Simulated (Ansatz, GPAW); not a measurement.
## Work function of a 7-layer slab of K(100) at several levels

Wanted: work functions and dipole of a 7-layer slab of K(100), with the cost of each level.

Calculated with GPAW 26.7.0 and Ansatz 0.2.0; Ansatz plane waves; slab in vacuum with a dipole correction, relaxation, in the first sound run; inputs show where later runs differ.

## Step 1: The starting structure

The cell holds 7 atoms: 7 K. Its edges and angles: a = 5.230 Å, b = 5.230 Å, c = 33.690 Å, α = 90.0°, β = 90.0°, γ = 90.0°. Vacuum lies along c.

## Step 2: Relaxing the atoms

Forces are removed first; all later runs use this geometry. The lowest 3 atoms are held at bulk positions and keep their forces.

File input.yaml:

```yaml
crystal:
  lattice:
    - [5.23, 0.0, 0.0]
    - [0.0, 5.23, 0.0]
    - [0.0, 0.0, 33.69]
  atoms:
    - { symbol: K, position: [0.0, 0.0, 0.267141585] }
    - { symbol: K, position: [0.5, 0.5, 0.3447610567] }
    - { symbol: K, position: [0.0, 0.0, 0.4223805283] }
    - { symbol: K, position: [0.5, 0.5, 0.5] }
    - { symbol: K, position: [0.0, 0.0, 0.5776194717] }
    - { symbol: K, position: [0.5, 0.5, 0.6552389433] }
    - { symbol: K, position: [0.0, 0.0, 0.732858415] }
kpoints:
  mp_grid: { grid: [6, 6, 1] }
hamiltonian:
  xc: pbe
scf:
  occupations: { method: fermi_dirac, width: 0.1 }
efield:
  axis: 3
  dipole_correction: true
  ramp_width: 0.05
relax:
  f_tol: 0.02
  max_steps: 60
  constraints: [{ sites: [0, 1, 2] }]
output:
  write_potential: true
  write_density: true
  volumetric_format: npy
```

The run is started by

```console
> ansatz run input.yaml --threads 4 --pin off --max-ram 8192MiB --backend cpu --events-out ev --progress --plain --runs-dir out
```

Numbers of over 12 decimals in the logs are rounded to 6 here.

The log of the run:

```text
Engine: ansatz 0.2.0, x86_64-unknown-linux-gnu
Pseudopotentials: kind: paw
Pseudopotential: K, paw, valence charge 9, recommended cutoff 420 eV (normal), K.paw.azcp
Functional definition: PBE
  parameter kappa = 0.804
  parameter beta = 0.066725
  exchange = pbe_x(kappa = kappa, mu = beta*pi^2/3)
  correlation = pbe_c(beta = beta)
Crystal: 7 atoms, lattice volume = 921.519 Å³
Basis set: ecut = 420 eV, 18073 PW (Γ), exchange–correlation on 72×72×480 points (8 copies of the dense FFT grid, shifted against one another)
Bands: 39, of which v1, the nominal top of the filled ones, is band 32 counted from 1 (31 counted from 0)
Symmetry: 8 space group operations
k-points: 10 of 36
Non-local potential: K, projectors of the file, l = 0: 3, l = 1: 2, l = 2: 2
PAW form: soft (Blöchl's): semilocal exchange-correlation on the pseudo side does not see the compensation charge
PAW one-centre angular grid: K, 110 points (default); XC on 64 Gauss nodes
Initial density: superposition of atomic densities (neutral atoms: chi_scale 0, normalization atom), corrected by the library's trained network
Initial wavefunctions: pseudopotential atomic-orbital guess
Functional: x = pbe(κ = 0.804, μ = 0.219515), c = pbe(β = 0.066725)
SCF iter   1: F=—  HF=-10764.180883 eV  |F-HF|=—  |Δ(HF+E_count)|=         —  Δρ=3.64e-4  dr2=1.05e-2  ethr=1.77e-3  p=0.000 e·Å  D=6.59e-14 V/Å  ΔV_dip=-0.00 eV  dr2_dipole=2.17e-7  V_vac-E_F(+/−)=2.27/2.27 eV  ⟨swp⟩=12.2  Hψ=1974  notcnv=0
efield: sawtooth ramp at fractional position 0.9750 (placed from the atoms, in the widest stretch of the axis that holds none; the zero of the levels goes with the place), width 0.0500; the density the first Hamiltonian is built on has a dipole p = 0.000 e·Å; the dipole correction subtracts the counter field D = 6.59e-14 V/Å, which shifts the + side's vacuum level by -0.00 eV against the − side's; the planar-averaged density in the ramp window peaks in size at 3.8e-6 e/Å³
preconditioner: auto → LDOS  [metal: Δε(μ)=0.014 eV  Ē_g=1.776 eV  σ=0.100 eV  W_gap=0.03  n_scr=90 (ndim 8)  ℏωp=3.2 eV  f_vac=0.412  D(μ)=6.14/eV (n_scr^D=10)  β→1.0]
SCF iter   2: F=—  HF=-10764.185078 eV  |F-HF|=—  |Δ(HF+E_count)|=   4.19e-3  Δρ=2.29e-4  dr2=1.79e-3  ethr=1.67e-5  p=0.000 e·Å  D=6.17e-6 V/Å  ΔV_dip=-0.00 eV  dr2_dipole=1.80e-7  V_vac-E_F(+/−)=2.27/2.27 eV  ⟨swp⟩=3.8  Hψ=801  notcnv=0
SCF iter   3: F=—  HF=-10764.185107 eV  |F-HF|=—  |Δ(HF+E_count)|=   2.94e-5  Δρ=2.42e-4  dr2=6.09e-4  ethr=2.84e-6  p=0.000 e·Å  D=8.08e-7 V/Å  ΔV_dip=-0.00 eV  dr2_dipole=1.51e-9  V_vac-E_F(+/−)=2.27/2.27 eV  ⟨swp⟩=2.0  Hψ=644  notcnv=0
SCF iter   4: F=—  HF=-10764.184922 eV  |F-HF|=—  |Δ(HF+E_count)|=   1.85e-4  Δρ=2.45e-5  dr2=1.20e-5  ethr=9.66e-7  p=0.000 e·Å  D=3.66e-7 V/Å  ΔV_dip=-0.00 eV  dr2_dipole=8.00e-10  V_vac-E_F(+/−)=2.27/2.27 eV  ⟨swp⟩=2.0  Hψ=636  notcnv=0
iter 5 did not close the SCF: its close was put off for the readings that it lacked (scf_convergence_deferred on its scf_iter line)
SCF iter   5: F=-10764.184927 eV  HF=-10764.184926 eV  |F-HF|=3.70e-7  |Δ(HF+E_count)|=   4.13e-6  Δρ=7.92e-6  dr2=1.97e-6  ethr=1.91e-8  p=0.000 e·Å  D=2.47e-7 V/Å  ΔV_dip=-0.00 eV  dr2_dipole=1.93e-11  V_vac-E_F(+/−)=2.26/2.26 eV  ⟨swp⟩=2.9  Hψ=691  notcnv=0
SCF iter   6: F=-10764.184927 eV  HF=-10764.184927 eV  |F-HF|=5.44e-8  |Δ(HF+E_count)|=   7.29e-7  Δρ=3.89e-6  dr2=2.53e-7  ethr=3.13e-9  p=0.000 e·Å  D=1.47e-7 V/Å  ΔV_dip=-0.00 eV  dr2_dipole=9.33e-12  V_vac-E_F(+/−)=2.26/2.26 eV  ⟨swp⟩=10.5  Hψ=3258  notcnv=0
SCF 1 converged in 6 iterations: F = -10764.184927 eV  dr2 = 2.53e-7
  greatest PAW one-centre occupation: 0.988 electrons in one spin orbital (limit 2), on the K atom at site 2 (counted from 0), in its partial waves of l = 0
relax step   1: F+E_penalty+E_count = -10764.18492707 eV  Δ(F+E_penalty+E_count) = +0.000e0 eV  max|allowed force component| = 2.824e-2 eV/Å  Δτ_max = 0.0000 Å  (6 SCF iters, dr2 threshold 1.00e-5 eV, accepted)
Initial density: handed on by an earlier stage of this run
Initial wavefunctions: those handed on with the density
iter 1 solved again at ethr=3.92e-7 eV; its pass at ethr=3.10e-3 eV (dr2=2.47e-4 eV) is discarded
SCF iter   1: F=—  HF=-10764.185683 eV  |F-HF|=—  |Δ(HF+E_count)|=         —  Δρ=4.96e-5  dr2=3.55e-4  ethr=3.92e-7  p=0.000 e·Å  D=1.50e-7 V/Å  ΔV_dip=-0.00 eV  dr2_dipole=1.12e-4  V_vac-E_F(+/−)=2.26/2.26 eV  ⟨swp⟩=3.0  Hψ=1164  notcnv=0
efield: sawtooth ramp at fractional position 0.9750 (handed on by an earlier solve), width 0.0500; the density the first Hamiltonian is built on has a dipole p = 0.000 e·Å; the dipole correction subtracts the counter field D = 1.50e-7 V/Å, which shifts the + side's vacuum level by -0.00 eV against the − side's; the planar-averaged density in the ramp window peaks in size at 1.5e-6 e/Å³
preconditioner: auto → LDOS  [metal: Δε(μ)=0.015 eV  Ē_g=1.777 eV  σ=0.100 eV  W_gap=0.04  n_scr=90 (ndim 8)  ℏωp=3.2 eV  f_vac=0.414  D(μ)=6.16/eV (n_scr^D=10)  β→1.0]
SCF iter   2: F=—  HF=-10764.185673 eV  |F-HF|=—  |Δ(HF+E_count)|=   9.75e-6  Δρ=3.09e-5  dr2=3.08e-5  ethr=3.92e-7  p=-0.000 e·Å  D=-4.76e-5 V/Å  ΔV_dip=0.00 eV  dr2_dipole=9.07e-6  V_vac-E_F(+/−)=2.26/2.26 eV  ⟨swp⟩=1.3  Hψ=393  notcnv=0
SCF iter   3: F=—  HF=-10764.185567 eV  |F-HF|=—  |Δ(HF+E_count)|=   1.06e-4  Δρ=3.15e-5  dr2=9.01e-6  ethr=4.89e-8  p=-0.000 e·Å  D=-3.62e-5 V/Å  ΔV_dip=0.00 eV  dr2_dipole=8.02e-7  V_vac-E_F(+/−)=2.26/2.26 eV  ⟨swp⟩=2.0  Hψ=718  notcnv=0
SCF iter   4: F=—  HF=-10764.185564 eV  |F-HF|=—  |Δ(HF+E_count)|=   3.04e-6  Δρ=2.57e-6  dr2=2.26e-7  ethr=1.43e-8  p=-0.000 e·Å  D=-2.33e-5 V/Å  ΔV_dip=0.00 eV  dr2_dipole=2.58e-8  V_vac-E_F(+/−)=2.26/2.26 eV  ⟨swp⟩=2.0  Hψ=600  notcnv=0
SCF iter   5: F=-10764.185565 eV  HF=-10764.185565 eV  |F-HF|=1.66e-8  |Δ(HF+E_count)|=   1.33e-7  Δρ=1.78e-6  dr2=4.35e-8  ethr=1.59e-10  p=0.000 e·Å  D=2.37e-7 V/Å  ΔV_dip=-0.00 eV  dr2_dipole=1.91e-9  V_vac-E_F(+/−)=2.26/2.26 eV  ⟨swp⟩=10.9  Hψ=2722  notcnv=0
SCF 2 converged in 5 iterations: F = -10764.185565 eV  dr2 = 4.35e-8
relax step   2: F+E_penalty+E_count = -10764.18556452 eV  Δ(F+E_penalty+E_count) = -6.374e-4 eV  max|allowed force component| = 2.574e-2 eV/Å  Δτ_max = 0.0268 Å  (5 SCF iters, accepted)
SCF iter   1: F=—  HF=-10764.188883 eV  |F-HF|=—  |Δ(HF+E_count)|=         —  Δρ=3.42e-4  dr2=1.58e-2  ethr=2.75e-4  p=0.000 e·Å  D=2.24e-7 V/Å  ΔV_dip=-0.00 eV  dr2_dipole=4.26e-3  V_vac-E_F(+/−)=2.26/2.26 eV  ⟨swp⟩=4.0  Hψ=1193  notcnv=0
[...]
SCF iter   3: F=—  HF=-10764.188755 eV  |F-HF|=—  |Δ(HF+E_count)|=   1.12e-4  Δρ=2.14e-4  dr2=4.26e-4  ethr=2.95e-6  p=-0.001 e·Å  D=-2.65e-4 V/Å  ΔV_dip=0.01 eV  dr2_dipole=4.30e-5  V_vac-E_F(+/−)=2.27/2.26 eV  ⟨swp⟩=2.0  Hψ=714  notcnv=0
SCF iter   4: F=—  HF=-10764.188610 eV  |F-HF|=—  |Δ(HF+E_count)|=   1.46e-4  Δρ=2.06e-5  dr2=1.14e-5  ethr=6.76e-7  p=-0.001 e·Å  D=-1.79e-4 V/Å  ΔV_dip=0.01 eV  dr2_dipole=5.45e-7  V_vac-E_F(+/−)=2.27/2.26 eV  ⟨swp⟩=2.0  Hψ=670  notcnv=0
SCF iter   5: F=—  HF=-10764.188492 eV  |F-HF|=—  |Δ(HF+E_count)|=   1.17e-4  Δρ=1.28e-5  dr2=2.93e-6  ethr=1.81e-8  p=-0.000 e·Å  D=-3.27e-5 V/Å  ΔV_dip=0.00 eV  dr2_dipole=3.48e-8  V_vac-E_F(+/−)=2.27/2.26 eV  ⟨swp⟩=2.6  Hψ=759  notcnv=0
SCF iter   6: F=—  HF=-10764.188493 eV  |F-HF|=—  |Δ(HF+E_count)|=   3.96e-7  Δρ=2.52e-6  dr2=2.24e-7  ethr=4.65e-9  p=0.000 e·Å  D=5.90e-5 V/Å  ΔV_dip=-0.00 eV  dr2_dipole=1.42e-8  V_vac-E_F(+/−)=2.26/2.26 eV  ⟨swp⟩=2.0  Hψ=720  notcnv=0
SCF iter   7: F=-10764.188493 eV  HF=-10764.188493 eV  |F-HF|=7.95e-9  |Δ(HF+E_count)|=   2.35e-8  Δρ=8.27e-7  dr2=2.68e-8  ethr=1.59e-10  p=0.000 e·Å  D=8.18e-5 V/Å  ΔV_dip=-0.00 eV  dr2_dipole=3.26e-10  V_vac-E_F(+/−)=2.26/2.26 eV  ⟨swp⟩=10.8  Hψ=2634  notcnv=0
SCF 3 converged in 7 iterations: F = -10764.188493 eV  dr2 = 2.68e-8
relax step   3: F+E_penalty+E_count = -10764.18849284 eV  Δ(F+E_penalty+E_count) = -2.928e-3 eV  max|allowed force component| = 6.965e-3 eV/Å  Δτ_max = 0.1943 Å  (7 SCF iters, accepted)
SCF iter   1: F=—  HF=-10764.188829 eV  |F-HF|=—  |Δ(HF+E_count)|=         —  Δρ=2.30e-4  dr2=6.33e-3  ethr=1.09e-4  p=0.000 e·Å  D=8.19e-5 V/Å  ΔV_dip=-0.00 eV  dr2_dipole=1.49e-5  V_vac-E_F(+/−)=2.26/2.26 eV  ⟨swp⟩=4.2  Hψ=1130  notcnv=0
efield: sawtooth ramp at fractional position 0.9750 (handed on by an earlier solve), width 0.0500; the density the first Hamiltonian is built on has a dipole p = 0.000 e·Å; the dipole correction subtracts the counter field D = 8.19e-5 V/Å, which shifts the + side's vacuum level by -0.00 eV against the − side's; the planar-averaged density in the ramp window peaks in size at 2.1e-6 e/Å³
preconditioner: auto → LDOS  [metal: Δε(μ)=0.004 eV  Ē_g=1.767 eV  σ=0.100 eV  W_gap=0.01  n_scr=90 (ndim 8)  ℏωp=3.2 eV  f_vac=0.404  D(μ)=6.18/eV (n_scr^D=10)  β→1.0]
SCF iter   2: F=—  HF=-10764.189303 eV  |F-HF|=—  |Δ(HF+E_count)|=   4.74e-4  Δρ=1.54e-4  dr2=5.66e-3  ethr=1.00e-5  p=-0.001 e·Å  D=-2.42e-4 V/Å  ΔV_dip=0.01 eV  dr2_dipole=3.34e-3  V_vac-E_F(+/−)=2.27/2.27 eV  ⟨swp⟩=1.1  Hψ=471  notcnv=0
SCF iter   3: F=—  HF=-10764.189164 eV  |F-HF|=—  |Δ(HF+E_count)|=   1.39e-4  Δρ=4.83e-5  dr2=7.36e-4  ethr=8.99e-6  p=-0.001 e·Å  D=-1.96e-4 V/Å  ΔV_dip=0.01 eV  dr2_dipole=3.96e-4  V_vac-E_F(+/−)=2.27/2.27 eV  ⟨swp⟩=1.0  Hψ=390  notcnv=0
SCF iter   4: F=—  HF=-10764.189173 eV  |F-HF|=—  |Δ(HF+E_count)|=   9.72e-6  Δρ=8.11e-5  dr2=5.04e-5  ethr=1.17e-6  p=-0.000 e·Å  D=-2.78e-5 V/Å  ΔV_dip=0.00 eV  dr2_dipole=1.79e-6  V_vac-E_F(+/−)=2.27/2.27 eV  ⟨swp⟩=2.0  Hψ=451  notcnv=0
SCF iter   5: F=—  HF=-10764.189035 eV  |F-HF|=—  |Δ(HF+E_count)|=   1.38e-4  Δρ=6.41e-6  dr2=7.20e-6  ethr=8.00e-8  p=0.000 e·Å  D=2.92e-6 V/Å  ΔV_dip=-0.00 eV  dr2_dipole=5.46e-6  V_vac-E_F(+/−)=2.27/2.27 eV  ⟨swp⟩=2.0  Hψ=664  notcnv=0
SCF iter   6: F=—  HF=-10764.189036 eV  |F-HF|=—  |Δ(HF+E_count)|=   5.78e-7  Δρ=5.38e-6  dr2=8.47e-7  ethr=1.14e-8  p=0.000 e·Å  D=9.49e-5 V/Å  ΔV_dip=-0.00 eV  dr2_dipole=1.95e-7  V_vac-E_F(+/−)=2.26/2.27 eV  ⟨swp⟩=2.1  Hψ=518  notcnv=0
SCF iter   7: F=—  HF=-10764.189036 eV  |F-HF|=—  |Δ(HF+E_count)|=   3.97e-8  Δρ=1.03e-6  dr2=3.11e-7  ethr=1.34e-9  p=0.001 e·Å  D=1.17e-4 V/Å  ΔV_dip=-0.00 eV  dr2_dipole=1.48e-7  V_vac-E_F(+/−)=2.26/2.27 eV  ⟨swp⟩=2.1  Hψ=725  notcnv=0
SCF iter   8: F=-10764.189036 eV  HF=-10764.189036 eV  |F-HF|=1.81e-9  |Δ(HF+E_count)|=  5.09e-11  Δρ=4.32e-7  dr2=3.68e-9  ethr=1.59e-10  p=0.001 e·Å  D=1.24e-4 V/Å  ΔV_dip=-0.00 eV  dr2_dipole=1.01e-9  V_vac-E_F(+/−)=2.26/2.27 eV  ⟨swp⟩=9.1  Hψ=2671  notcnv=0
SCF 4 converged in 8 iterations: F = -10764.189036 eV  dr2 = 3.68e-9
relax step   4: F+E_penalty+E_count = -10764.18903553 eV  Δ(F+E_penalty+E_count) = -5.427e-4 eV  max|allowed force component| = 3.484e-3 eV/Å  Δτ_max = 0.1227 Å  (8 SCF iters, accepted)
NSCF: frozen V_eff on 10 k-points
the band table was solved once a step of the walk had ended and its energy, with any forces and stress, was formed, with the checks that follow a solve (1941 applications of the Hamiltonian). They found nothing against the state; the energy, forces and stress were not computed again (output.eigenvalues in the input reference)
WARN: The output density's exchange-correlation potential varies sharply where the density is thin. Do not read a vacuum level from v_tot or v_xc, or from such a field of the output density. On a cell that repeats whose density bears no net charge and no dipole along the vacuum's axis use v_es (v_loc + v_h of the components); under efield.dipole_correction with no amplitude use v_es + v_field, which holds any externa [...]
SCF converged after 8 iterations
Free energy (F): -10764.189036 eV
Harris-Foulkes:  -10764.189036 eV  (|F-HF|=1.81e-9)
Internal energy: -10763.992625 eV  (E = F + TS)
E sigma→0 (E₀):  -10764.090830 eV
Entropy (-TS):   -0.196410 eV (-28.059 meV/atom)
Fermi energy:    0.024555 eV
Dipole field:    D = 0.000144 V/Å  (p = 0.000734 e·Å, saw-weighted, corrected)
Work function:   Φ+ = 2.2612 eV   Φ− = 2.2661 eV
Levels:          The Fermi level and band energies are counted from a zero that moves with the ramp; work functions are not
--- Per-component energies (eV) ---
  E_band       = -1113.641604
  E_kinetic    = 1764.865481
  E_local      = -20145.880120  (includes V_loc(G=0)·N_el)
  E_nonlocal   = 90.518181
  E_hartree    = 9259.805361
  E_xc         = -935.737248
  E_vxc        = -1140.523053  (∫ρ·V_xc dr)
  E_paw        = -5472.897783  (= ΣΔE_a)
  E_vpaw       = -202.227662  (= ΣTr[D̂ρ^β])
  E_aug_tail   = -0.000023  (compensation charges beyond the density's cutoff)
  E_efield     = 0.000000  (sawtooth field / dipole correction)
  E_vefield    = -0.001072  (∫n·V_field dr)
  E_ewald      = 4675.333526
  E_smearing   = -0.196410  (= −TS)
  E_closure    = -0.000000  (closes the sum)
  Σ components = -10764.189036   (vs F -10764.189036, Δ=0.00e0)
--- Forces (eV/Å), atoms counted from 1 ---
  atom   1  K      0.00000000     0.00000000    -0.02838525
  atom   2  K     -0.00000000     0.00000000     0.01612356
  atom   3  K     -0.00000000     0.00000000     0.01090339
  atom   4  K     -0.00000000     0.00000000    -0.00021214
  atom   5  K      0.00000000     0.00000000    -0.00075646
  atom   6  K     -0.00000000     0.00000000     0.00348377
  atom   7  K      0.00000000     0.00000000    -0.00115064
  max |Σ_I F_I| component: 6.21e-6 eV/Å
--- Band table (eV; the first three rows and the last of 10) ---
  k-point 0: bands = [... 28 lower, -2.0448, -1.7826, -1.3449, -0.7791, -0.1413, 0.4947, 1.0916, 1.6555, ... 3 higher]
  k-point 1: bands = [... 28 lower, -1.8705, -1.6117, -1.1801, -0.6214, 0.0083, 0.6329, 1.1999, 1.4275, ... 3 higher]
  k-point 2: bands = [... 28 lower, -1.3627, -1.1143, -0.7013, -0.1660, 0.4225, 0.4409, 0.6420, 1.0009, ... 3 higher]
  k-point 9: bands = [... 28 lower, 0.5841, 0.6148, 0.8042, 0.8042, 0.8224, 0.9108, 0.9483, 0.9483, ... 3 higher]
--- Relaxed structure (4 steps of the walk, 4 accepted, 0 SCFs on fresh bases) ---
  F+E_penalty+E_count = -10764.18903553 eV   max|allowed force component| = 3.484e-3 eV/Å
  atoms:
    - { symbol: K, position: [0.0, 0.0, 0.267142] }
    - { symbol: K, position: [0.5, 0.5, 0.344761] }
    - { symbol: K, position: [0.0, 0.0, 0.422381] }
    - { symbol: K, position: [0.5, 0.5, 0.502739] }
    - { symbol: K, position: [0, 0.0, 0.582868] }
    - { symbol: K, position: [0.5, 0.5, 0.661602] }
    - { symbol: K, position: [0, 0.0, 0.743062] }
```

Wall time 15 s (4 threads of AMD EPYC 9R14 (Zen 4), shared host); peak memory 1.3 GiB; 58 s of CPU time.

The steps of the relaxation:

| step | energy less that of the first step (eV) | largest force component (eV/Å) |
| --- | --- | --- |
| 1 | 0.0000 | 0.0282 |
| 2 | -0.0006 | 0.0257 |
| 3 | -0.0036 | 0.0070 |
| 4 | -0.0041 | 0.0035 |

The run keeps the 8 symmetry operations that it works with, so distortions that break them were not tested.

The atoms that moved most (Å):

| atom | dx | dy | dz | length |
| --- | --- | --- | --- | --- |
| K7 | 0.000 | 0.000 | 0.344 | 0.344 |
| K6 | 0.000 | 0.000 | 0.214 | 0.214 |
| K5 | 0.000 | 0.000 | 0.177 | 0.177 |
| K4 | 0.000 | 0.000 | 0.092 | 0.092 |

This step gave:

- free energy: -10764.1890 eV
- smearing term TS: 0.1964 eV
- symmetry operations: 8
- upper work function: 2.261 eV
- lower work function: 2.266 eV
- dipole along the normal: 7.34e-4 e·Å
- dipole field: 1.44e-4 V/Å
- vacuum level above: 2.286 eV
- vacuum level below: 2.291 eV

The electrostatic potential energy of an electron (with the applied field's), less the Fermi level, planar mean oscillates, so the rows of the table below give means over windows of 2.67 Å about each position, cut where the curve ends. Its maxima inside the range that stand out by 2 % of the span (Å: eV): 10.4: 0.914, 12.9: 0.912, 15.6: 1.04, 18.2: 1.02, 20.9: 0.955, 23.6: 1.10. Its minima: 9.0: -2.80, 11.7: -2.63, 14.2: -2.61, 17.0: -2.65, 19.7: -2.62, 22.3: -2.62, 25.0: -2.78.

The electrostatic potential energy of an electron (with the applied field's), less the Fermi level, planar mean by z; means over each step:

| z (Å) | electrostatic potential energy of an electron (with the applied field's), less the Fermi level, planar mean (eV) |
| --- | --- |
| 1.33 | 2.27 |
| 4.00 | 2.26 |
| 6.67 | 1.89 |
| 9.34 | -0.721 |
| 12.02 | -0.648 |
| 14.68 | -0.591 |
| 17.36 | -0.614 |
| 20.02 | -0.616 |
| 22.70 | -0.567 |
| 25.37 | -0.574 |
| 28.04 | 2.12 |
| 30.70 | 2.26 |
| 33.38 | 2.26 |

The valence density, planar mean oscillates, so the rows of the table below give means over windows of 2.67 Å about each position, cut where the curve ends. Its maxima inside the range that stand out by 2 % of the span (Å: e/Å³): 9.0: 0.265, 11.7: 0.266, 14.2: 0.266, 17.0: 0.265, 19.7: 0.267, 22.3: 0.266, 25.0: 0.264. Its minima: 10.2: 0.0259, 12.9: 0.0244, 15.6: 0.0224, 18.2: 0.0227, 20.9: 0.0237, 23.7: 0.0228.

Valence density, planar mean against z; means over each step:

z (Å), valence density, planar mean (e/Å³) and a bar:
```
     1.33      0.000 
     4.00      0.000 
     6.67      0.005 #
     9.34      0.123 ##############################
    12.02      0.124 ##############################
    14.68      0.123 ##############################
    17.36      0.123 ##############################
    20.02      0.123 ##############################
    22.70      0.123 ##############################
    25.37      0.118 ############################
    28.04      0.002 
    30.70      0.000 
    33.38      0.000
```

The relaxation lowered the energy of the cell by 0.00411 eV.

(Continued in part 2 of 3.)

[Logs are printed without paths, hosts, clocks, repeated set-up lines and the standing remarks that a program may print on its own settings, such as how far it seeks lower states.]

[Hosts, paths, dates, database ids (printed as entryN), source tags and the programs' standing remarks are cut or masked in the printed files.]
